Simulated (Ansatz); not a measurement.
# Band gap of SnWO4 (Pnna) from density functionals to GW

Wanted: a ladder of band gaps for SnWO4 (Pnna), from density functionals to G0W0.

Program: Ansatz 0.2.0. Level of theory: density functionals, hybrids and G0W0, plane waves, PAW. Results are calculated unless marked as measured.

**1. The starting structure**

Symmetry: Pnna, No. 52, orthorhombic system. The conventional cell has a = 5.627 Å, b = 11.649 Å, c = 4.997 Å, α = 90.00°, β = 90.00°, γ = 90.00°. Nearest to Sn lie 4 O at 2.18 to 2.39 Å. Nearest to W lie 6 O at 1.80 to 2.14 Å. O has 2 W at 1.80 to 2.14 Å nearest. Nearest to O lie 1 W at 1.89 Å and 2 Sn at 2.18 to 2.39 Å. Farther neighbours and most contacts between anions are not listed.

The cell and positions come from the Crystallography Open Database and are kept as given unless a step says otherwise. Spin-orbit coupling is left out unless a step names it. The default PAW set here is soft_2. Its files were made with PBE.

**2. LDA on the 4×2×6 mesh**

Levels along a band path and on the mesh show where this functional puts the band edges.

This step: DFT, LDA, plane waves, PAW.

input.yaml reads:

```yaml
crystal:
  lattice:
    - [5.627, 0.0, 0.0]
    - [0.0, 11.6486, 0.0]
    - [0.0, 0.0, 4.9973]
  atoms:
    - { symbol: Sn, position: [0.25, 0.0, 0.2196] }
    - { symbol: Sn, position: [0.25, 0.5, 0.2804] }
    - { symbol: Sn, position: [0.75, 0.0, 0.7804] }
    - { symbol: Sn, position: [0.75, 0.5, 0.7196] }
    - { symbol: W, position: [0.6677, 0.25, 0.25] }
    - { symbol: W, position: [0.8323, 0.75, 0.25] }
    - { symbol: W, position: [0.3323, 0.75, 0.75] }
    - { symbol: W, position: [0.1677, 0.25, 0.75] }
    - { symbol: O, position: [0.3765, 0.2987, 0.9988] }
    - { symbol: O, position: [0.1235, 0.7013, 0.9988] }
    - { symbol: O, position: [0.3765, 0.2013, 0.5012] }
    - { symbol: O, position: [0.1235, 0.7987, 0.5012] }
    - { symbol: O, position: [0.6235, 0.7013, 0.0012] }
    - { symbol: O, position: [0.8765, 0.2987, 0.0012] }
    - { symbol: O, position: [0.6235, 0.7987, 0.4988] }
    - { symbol: O, position: [0.8765, 0.2013, 0.4988] }
    - { symbol: O, position: [0.1019, 0.3961, 0.6037] }
    - { symbol: O, position: [0.3981, 0.6039, 0.6037] }
    - { symbol: O, position: [0.1019, 0.1039, 0.8963] }
    - { symbol: O, position: [0.3981, 0.8961, 0.8963] }
    - { symbol: O, position: [0.8981, 0.6039, 0.3963] }
    - { symbol: O, position: [0.6019, 0.3961, 0.3963] }
    - { symbol: O, position: [0.8981, 0.8961, 0.1037] }
    - { symbol: O, position: [0.6019, 0.1039, 0.1037] }
kpoints:
  mp_grid: { grid: [4, 2, 6] }
  band_path:
    path:
      - [[0.0, 0.0, 0.0], [0.5, 0.0, 0.0], [0.5, 0.5, 0.0], [0.0, 0.5, 0.0], [0.0, 0.0, 0.0], [0.0, 0.0, 0.5], [0.5, 0.0, 0.5], [0.5, 0.5, 0.5], [0.0, 0.5, 0.5], [0.0, 0.0, 0.5]]
      - [[0.5, 0.0, 0.0], [0.5, 0.0, 0.5]]
      - [[0.0, 0.5, 0.0], [0.0, 0.5, 0.5]]
      - [[0.5, 0.5, 0.0], [0.5, 0.5, 0.5]]
    npoints: 10
hamiltonian:
  xc: lda
scf:
  occupations: { method: fermi_dirac, width: 0.02 }
  n_extra_bands: 12
output:
  eigenvalues: true
```

Started as:

```console
> ansatz run input.yaml --threads 16 --pin off --max-ram 92160MiB --backend cuda --events-out ev --progress --plain --runs-dir out --devices 1 --max-vram 157GiB
```

Numbers of over 12 decimals in the logs are rounded to 6 here.

What it wrote:

```text
scf.n_extra_bands = 12 over 104 filled bands (N_el = 208.0): the run solves 116 bands
GPUs: using 1 of 1 available (devices: 1).
Engine: ansatz 0.2.0, aarch64-unknown-linux-gnu
Pseudopotentials: kind: paw
Pseudopotential: Sn, paw, valence charge 14, recommended cutoff 420 eV (normal), Sn.paw.azcp
Pseudopotential: W, paw, valence charge 14, recommended cutoff 420 eV (normal), W.paw.azcp
Pseudopotential: O, paw, valence charge 6, recommended cutoff 420 eV (normal), O.paw.azcp
Functional definition: SPW92
  exchange = slater_x
  correlation = pw_c
concurrent solve slots: 12 of 16 are kept, ahead of what memory takes: no pass of the eigensolver takes more rounds on 12
device memory: the entry about to start is reckoned to put 14.9 GiB on a device that reports 182.5 GiB free (of which the cap on the GPU budget leaves the run 157.0 GiB)
GPU FFT provider: cuFFT
GPU libraries: cuBLAS 13.8.1, cuFFT 12.4.0, cuSOLVER 12.3.2
GPU matrix products: emulated (plane waves: as basis.precision tells), large ones in fixed point in workspaces of 1.00 GiB
Crystal: 24 atoms, lattice volume = 327.556 Å³
Basis set: ecut = 420 eV, 6429 PW (Γ)
Bands: 116, of which v1, the nominal top of the filled ones, is band 104 counted from 1 (103 counted from 0)
Symmetry: 8 space group operations
Space group: Pnna (ITA 52), of the structure as read, at distance tolerance 6.9e-5 Å
k-points: 24 of 48
Non-local potential: Sn, projectors of the file, l = 0: 2, l = 1: 2, l = 2: 2, l = 3: 2
Non-local potential: W, projectors of the file, l = 0: 3, l = 1: 2, l = 2: 2, l = 3: 1
Non-local potential: O, projectors of the file, l = 0: 2, l = 1: 2, l = 2: 1
PAW form: soft (Blöchl's): semilocal exchange-correlation on the pseudo side does not see the compensation charge
PAW frozen core: Sn, regenerated for the run's functional, and the local potential with it (the file was generated under x = pbe(κ = 0.804, μ = 0.219515), c = pbe(β = 0.066725))
PAW frozen core: W, regenerated for the run's functional, and the local potential with it (the file was generated under x = pbe(κ = 0.804, μ = 0.219515), c = pbe(β = 0.066725))
PAW frozen core: O, regenerated for the run's functional, and the local potential with it (the file was generated under x = pbe(κ = 0.804, μ = 0.219515), c = pbe(β = 0.066725))
PAW one-centre angular grid: Sn, 590 points (default); XC on 64 Gauss nodes
PAW one-centre angular grid: W, 590 points (default); XC on 64 Gauss nodes
PAW one-centre angular grid: O, 110 points (default); XC on 64 Gauss nodes
Initial density: superposition of atomic densities (neutral atoms: chi_scale 0, normalization atom), corrected by the library's trained network
Initial wavefunctions: pseudopotential atomic-orbital guess
GPU buffer pool allocated for 115200 grid points (all kernels)
GPU transforms: local potential and band sums: pruned to the plane-wave sphere, on 40×80×36
Functional: x = slater, c = lda
SCF iter   1: F=—  HF=-72927.611371 eV  |F-HF|=—  |Δ(HF+E_count)|=         —  Δρ=1.87e-2  dr2=1.06e0  ethr=1.77e-3  ⟨swp⟩=6.3  Hψ=10363  notcnv=0
preconditioner: auto → Resta (q_TF=auto, 2.529 Å⁻¹)  ε∞=5.6  [insulator: Δε(μ)=1.293 eV  Ē_g=12.660 eV  σ=0.020 eV  W_gap=1.00  n_scr=84 (ndim 8)  ℏωp=27.2 eV  f_vac=0.038  D(μ)=0.00/eV (n_scr^D=0)  ε∞_Penn≈5.6]
SCF iter   2: F=—  HF=-72927.401894 eV  |F-HF|=—  |Δ(HF+E_count)|=   2.09e-1  Δρ=7.08e-3  dr2=1.48e-1  ethr=5.08e-4  ⟨swp⟩=2.0  Hψ=4745  notcnv=0  defer=185
SCF iter   3: F=—  HF=-72927.374640 eV  |F-HF|=—  |Δ(HF+E_count)|=   2.73e-2  Δρ=2.63e-3  dr2=1.74e-2  ethr=7.14e-5  ⟨swp⟩=2.0  Hψ=3950  notcnv=0  defer=185
SCF iter   4: F=—  HF=-72927.370099 eV  |F-HF|=—  |Δ(HF+E_count)|=   4.54e-3  Δρ=4.29e-4  dr2=6.17e-4  ethr=8.38e-6  ⟨swp⟩=2.1  Hψ=4530  notcnv=0  defer=185
SCF iter   5: F=—  HF=-72927.368981 eV  |F-HF|=—  |Δ(HF+E_count)|=   1.12e-3  Δρ=1.80e-4  dr2=9.12e-5  ethr=2.97e-7  ⟨swp⟩=2.0  Hψ=3847  notcnv=0  defer=185
SCF iter   6: F=—  HF=-72927.369928 eV  |F-HF|=—  |Δ(HF+E_count)|=   9.46e-4  Δρ=1.04e-4  dr2=3.43e-5  ethr=4.39e-8  ⟨swp⟩=2.0  Hψ=4335  notcnv=0  defer=185
SCF iter   7: F=—  HF=-72927.369924 eV  |F-HF|=—  |Δ(HF+E_count)|=   3.69e-6  Δρ=3.49e-5  dr2=4.12e-6  ethr=1.65e-8  ⟨swp⟩=2.2  Hψ=3561  notcnv=0  defer=185
SCF iter   8: F=—  HF=-72927.369924 eV  |F-HF|=—  |Δ(HF+E_count)|=   2.67e-7  Δρ=9.55e-6  dr2=3.17e-7  ethr=1.98e-9  ⟨swp⟩=2.6  Hψ=4428  notcnv=0  defer=185
SCF iter   9: F=-72927.369924 eV  HF=-72927.369924 eV  |F-HF|=1.67e-9  |Δ(HF+E_count)|=   2.88e-9  Δρ=1.52e-6  dr2=1.05e-8  ethr=4.81e-11  ⟨swp⟩=9.1  Hψ=7541  notcnv=0
SCF 1 converged in 9 iterations: F = -72927.369924 eV  dr2 = 1.05e-8
[...]
device memory: the entry about to start is reckoned to put 38.6 GiB on a device that reports 182.5 GiB free (of which the cap on the GPU budget leaves the run 157.0 GiB)
NSCF: frozen V_eff on 124 k-points, pencils in batches of 32, up to order 512
SCF converged after 9 iterations
Free energy (F): -72927.369924 eV
Harris-Foulkes:  -72927.369924 eV  (|F-HF|=1.67e-9)
Internal energy: -72927.369924 eV  (E = F + TS)
E sigma→0 (E₀):  -72927.369924 eV
Fermi energy:    9.371888 eV
--- Per-component energies (eV) ---
  E_band       = -1512.437359
  E_kinetic    = 5310.387578
  E_local      = -14074.182140  (includes V_loc(G=0)·N_el)
  E_nonlocal   = 700.967642
  E_hartree    = 5939.893133
  E_xc         = -3724.708017
  E_vxc        = -2825.367827  (∫ρ·V_xc dr)
  E_paw        = -51555.769040  (= ΣΔE_a)
  E_vpaw       = -2504.071183  (= ΣTr[D̂ρ^β])
  E_aug_tail   = 0.039711  (compensation charges beyond the density's cutoff)
  E_ewald      = -15528.381739
  E_core_change = 4.382948  (= ΣΔE_core)
  E_smearing   = -0.000000  (= −TS)
  E_closure    = 0.000000  (closes the sum)
  Σ components = -72927.369924   (vs F -72927.369924, Δ=0.00e0)
--- Band table (eV; the first three rows and the last of 24) ---
  k-point 0: bands = [... 100 lower, 7.4064, 8.1929, 8.5224, 8.5892, 10.0458, 10.0850, 10.8721, 10.9429, ... 8 higher]
  k-point 1: bands = [... 100 lower, 7.4950, 8.0538, 8.5685, 8.6415, 10.1000, 10.1341, 10.8604, 11.0243, ... 8 higher]
  k-point 2: bands = [... 100 lower, 7.8496, 7.9127, 8.4315, 8.6805, 10.4002, 10.4376, 10.8487, 11.0905, ... 8 higher]
  k-point 23: bands = [... 100 lower, 8.1100, 8.1100, 8.4462, 8.4462, 10.6027, 10.6027, 10.9230, 10.9230, ... 8 higher]
```

The job ended after 2.9 s (1 × NVIDIA GB200 with 16 threads of Arm Neoverse V2, shared host; peak memory 1.4 GiB; 9.4 s of CPU time).

Reading the cycles: dr2 is the Hartree energy of the density residual (eV), the measure of convergence; HF is the Harris–Foulkes estimate of the energy, which meets the free energy F at convergence.

This step gave:

- filled bands: 104
- gap: 1.350 eV
- valence top at: k = (0.000, 0.000, 0.300)
- conduction bottom at: Γ
- least direct gap: 1.416 eV

Over mesh and path the gap is 1.350 eV, from k = (0.000, 0.000, 0.300) to k = Γ. The least direct gap found is 1.416 eV, at k = (0.000, 0.500, 0.100). On the 4×2×6 mesh alone the same run gives 1.365 eV, so that mesh misses an edge of LDA: 1.365 − 1.350 = +0.015 eV.

**3. LDA+SOC on the 4×2×6 mesh**

This run has two-component orbitals with spin-orbit coupling.

This step: DFT, LDA with spin-orbit coupling, plane waves, PAW.

Changes to input.yaml since step 2:

```diff
@@ -34,7 +34,13 @@
     path:
-      - [[0.0, 0.0, 0.0], [0.5, 0.0, 0.0], [0.5, 0.5, 0.0], [0.0, 0.5, 0.0], [0.0, 0.0, 0.0], [0.0, 0.0, 0.5], [0.5, 0.0, 0.5], [0.5, 0.5, 0.5], [0.0, 0.5, 0.5], [0.0, 0.0, 0.5]]
-      - [[0.5, 0.0, 0.0], [0.5, 0.0, 0.5]]
-      - [[0.0, 0.5, 0.0], [0.0, 0.5, 0.5]]
-      - [[0.5, 0.5, 0.0], [0.5, 0.5, 0.5]]
-    npoints: 10
+      - [0.0, 0.0, 0.0]
+      - [0.5, 0.0, 0.0]
+      - [0.5, 0.5, 0.0]
+      - [0.0, 0.5, 0.0]
+      - [0.0, 0.0, 0.5]
+      - [0.5, 0.0, 0.5]
+      - [0.5, 0.5, 0.5]
+      - [0.0, 0.5, 0.5]
+      - [0.0, 0.0, 0.3]
+      - [0.0, 0.5, 0.1]
+    npoints: 1
 hamiltonian:
@@ -42,4 +48,7 @@
 scf:
-  occupations: { method: fermi_dirac, width: 0.02 }
-  n_extra_bands: 12
+  occupations: { method: fixed }
+  n_extra_bands: 24
+magnetization:
+  noncollinear: true
+  spin_orbit: true
 output:
```

What it wrote:

```text
[...]
GPUs: using 1 of 1 available (devices: 1).
[...]
non-collinear run that drives no moment, with spin-orbit: no starting moment large enough to seed its density (crystal.atoms[].spin), no starting occupations that ask for one, no magnetisation constraint and no magnetic field, so the semilocal B_xc is pinned to zero
[...]
Crystal: 24 atoms, lattice volume = 327.556 Å³
Basis set: ecut = 420 eV, 6429 PW (Γ)
Bands: 232, of which v1, the nominal top of the filled ones, is band 208 counted from 1 (207 counted from 0)
Symmetry: 8 space group operations + 8 with time reversal
[...]
k-points: 24 of 48
Projection manifold: j_resolved (fully-relativistic pseudo-atomic orbitals)
[...]
SCF iter   1: F=—  HF=-73040.890907 eV  |F-HF|=—  |Δ(HF+E_count)|=         —  Δρ=9.04e-2  dr2=4.06e1  dr2_m=0.00e0 (ungated)  ethr=3.10e-3  |M|=0.00e0 ∫|m|=0.00e0 μB  |m|>n=0.0e0 m-floor=0.0e0 τ_xc=0.0e0  β_m=0.30  ⟨swp⟩=5.0  Hψ=12186  notcnv=0  defer=424
[...]
spin=Noncollinear: Resta preconditioning applied to the charge; magnetization (m_x, m_y, m_z) channels mix plain (no charge-response kernel on spin).
SCF iter   2: F=—  HF=-73032.960985 eV  |F-HF|=—  |Δ(HF+E_count)|=    7.93e0  Δρ=4.55e-2  dr2=9.99e0  dr2_m=0.00e0 (ungated)  ethr=3.10e-3  |M|=0.00e0 ∫|m|=0.00e0 μB  |m|>n=0.0e0 m-floor=0.0e0 τ_xc=0.0e0  β_m=0.41  ⟨swp⟩=3.0  Hψ=4963  notcnv=0  defer=434
[...]
SCF iter   4: F=—  HF=-73030.094635 eV  |F-HF|=—  |Δ(HF+E_count)|=   4.23e-1  Δρ=6.28e-3  dr2=1.94e-1  dr2_m=0.00e0 (ungated)  ethr=6.34e-4  |M|=0.00e0 ∫|m|=0.00e0 μB  |m|>n=0.0e0 m-floor=0.0e0 τ_xc=0.0e0  β_m=0.62  ⟨swp⟩=3.0  Hψ=5442  notcnv=0  defer=474
[...]
SCF 1 converged in 11 iterations: F = -73030.037086 eV  dr2 = 6.89e-9
[...]
SCF converged after 11 iterations
[...]
```

The job ended after 3.6 s (1 × NVIDIA GB200 with 16 threads; peak memory 2 GiB; 21 s of CPU time).

This step gave:

```yaml
gap: 1.316 eV
valence_top_at: k = (0.000, 0.000, 0.300)
conduction_bottom_at: k = (0.000, 0.500, 0.100)
least_direct_gap: 1.353 eV
```

Over mesh and listed points the gap is 1.316 eV, from k = (0.000, 0.000, 0.300) to k = (0.000, 0.500, 0.100). The least direct gap found is 1.353 eV, at k = (0.000, 0.500, 0.100). On the 4×2×6 mesh alone the same run gives 1.343 eV, so that mesh misses an edge of LDA+SOC: 1.343 − 1.316 = +0.027 eV. LDA+SOC against LDA: 1.316 − 1.350 = −0.034 eV. Mesh, set of files and cutoff are the same, but the conduction bottom lies at another k point, so this need not be the shift of one pair of states. The spin-orbit run sees mesh and listed points alone, so its gap is an upper bound: the coupling can move an edge off these points, and the change over the zone, its sign included where it is small, is not known.

**4. HSE06 on the 4×2×4 mesh**

HSE06 mixes in a quarter of exact exchange at short range.

This step: DFT, HSE06, plane waves, PAW.

Changes to input.yaml since step 3:

```diff
@@ -31,3 +31,3 @@
 kpoints:
-  mp_grid: { grid: [4, 2, 6] }
+  mp_grid: { grid: [4, 2, 4] }
   band_path:
@@ -46,9 +46,6 @@
 hamiltonian:
-  xc: lda
+  xc: hse06
 scf:
   occupations: { method: fixed }
-  n_extra_bands: 24
-magnetization:
-  noncollinear: true
-  spin_orbit: true
+  n_extra_bands: 12
 output:
```

What it wrote:

```text
[...]
GPUs: using 1 of 1 available (devices: 1).
[...]
davidson cushion auto → on  (no smearing: the cushion is to keep the highest requested band from converging to the state above it; pin scf.eigensolver.cushion to override)
[...]
Crystal: 24 atoms, lattice volume = 327.556 Å³
Basis set: ecut = 420 eV, 6429 PW (Γ)
Bands: 116, of which v1, the nominal top of the filled ones, is band 104 counted from 1 (103 counted from 0)
Symmetry: 8 space group operations
[...]
SCF 1 stopped early in 5 iterations: F = -74720.708820 eV  dr2 = 7.34e-5
[...]
hybrid outer 1: dexx = +1.164e-1 eV, tail = 8.15e-4 eV
[...]
SCF 3 converged in 6 iterations: F = -74735.087496 eV  dr2 = 7.50e-9
hybrid outer 2: dexx = +2.069e-5 eV, tail = 6.55e-7 eV, Δε = 4.20e-3 eV (about 1.63e-4 eV left of the loop's levels)
[...]
E_closure    = -0.000000  (closes the sum)
  Σ components = -74735.087490   (vs F -74735.087490, Δ=1.46e-11)
--- Band table (eV; the first three rows and the last of 18) ---
[...]
```

The job ended after 39 s (1 × NVIDIA GB200 with 16 threads; peak memory 3 GiB; 7.2 min of CPU time).

Numbers from this step:

```
gap                     : 2.078 eV
valence top at          : k = (0.000, 0.000, 0.250)
conduction bottom at    : Γ
least direct gap        : 2.135 eV
exact-exchange fraction : 0.25
```

Over mesh and listed points the gap is 2.078 eV, from k = (0.000, 0.000, 0.250) to k = Γ. The least direct gap found is 2.135 eV, at k = (0.000, 0.500, 0.000). HSE06 against LDA: 2.078 − 1.350 = +0.728 eV. The runs also differ in mesh (4×2×6 and 4×2×4), and the valence top lies at another k point, so how much of this comes from the functional alone is not known.

**5. HSE06+SOC on the 4×2×4 mesh**

This step: DFT, HSE06 with spin-orbit coupling, plane waves, PAW.

Changes to input.yaml since step 4:

```diff
@@ -49,3 +49,6 @@
   occupations: { method: fixed }
-  n_extra_bands: 12
+  n_extra_bands: 24
+magnetization:
+  noncollinear: true
+  spin_orbit: true
 output:
```

What it wrote:

```text
[...]
GPUs: using 1 of 1 available (devices: 1).
[...]
Crystal: 24 atoms, lattice volume = 327.556 Å³
Basis set: ecut = 420 eV, 6429 PW (Γ)
Bands: 232, of which v1, the nominal top of the filled ones, is band 208 counted from 1 (207 counted from 0)
Symmetry: 8 space group operations + 8 with time reversal
[...]
k-points: 18 of 32
Projection manifold: j_resolved (fully-relativistic pseudo-atomic orbitals)
[...]
SCF iter   2: F=—  HF=-74828.284138 eV  |F-HF|=—  |Δ(HF+E_count)|=    1.16e1  Δρ=4.74e-2  dr2=5.08e0  dr2_m=0.00e0 (ungated)  ethr=2.41e-2  |M|=0.00e0 ∫|m|=0.00e0 μB  |m|>n=0.0e0 m-floor=0.0e0 τ_xc=0.0e0  β_m=0.29  ⟨swp⟩=3.7  Hψ=9951  notcnv=0
[...]
hybrid outer 1: dexx = +1.176e-1 eV, tail = 8.04e-4 eV
[...]
SCF 3 converged in 5 iterations: F = -74751.291590 eV  dr2 = 7.94e-8
[...]
```

Wall time 2.3 min (1 × NVIDIA GB200 with 16 threads); peak memory 9 GiB; 24 min of CPU time.

Numbers from this step:

* gap: 2.038 eV
* valence top at: k = (0.000, 0.000, 0.250)
* conduction bottom at: k = (0.000, 0.500, 0.100)
* least direct gap: 2.064 eV
* exact-exchange fraction: 0.25

Over mesh and listed points the gap is 2.038 eV, from k = (0.000, 0.000, 0.250) to k = (0.000, 0.500, 0.100). The least direct gap found is 2.064 eV, at k = (0.000, 0.500, 0.100). On the 4×2×4 mesh alone the same run gives 2.062 eV, so that mesh misses an edge of HSE06+SOC: 2.062 − 2.038 = +0.024 eV. HSE06+SOC against HSE06: 2.038 − 2.078 = −0.040 eV. Mesh, set of files and cutoff are the same, but the conduction bottom lies at another k point, so this need not be the shift of one pair of states. The spin-orbit run sees mesh and listed points alone, so its gap is an upper bound: the coupling can move an edge off these points, and the change over the zone, its sign included where it is small, is not known.

[end of part 1 of 2]

[Paths, hosts, dates, memory and timing lines, banners, echoed tables and standing remarks are left out of the program output.]

[Logs are printed without paths, hosts, clocks, repeated set-up lines and the standing remarks that a program may print on its own settings, such as how far it seeks lower states.]

[Runs of the session that timed out or met a known fault of the program may be left out.]

[Cells called generated may have been cut or substituted from an entry of the Crystallography Open Database or the Materials Project.]

[Hosts, paths, dates, database ids (printed as entryN), source tags and the programs' standing remarks are cut or masked in the printed files.]

[Where an RPA ε∞ is given, it is that of the G0W0 mesh and is not shown converged in it. Names of k-points follow the symmetry that the program found, which can be lower than the space group named. Band edges on a path are those of the sampled points; other points can move an edge, and change direct to indirect where valleys lie close.]

[Hybrid gaps are those of their k-mesh and are not shown converged in it.]
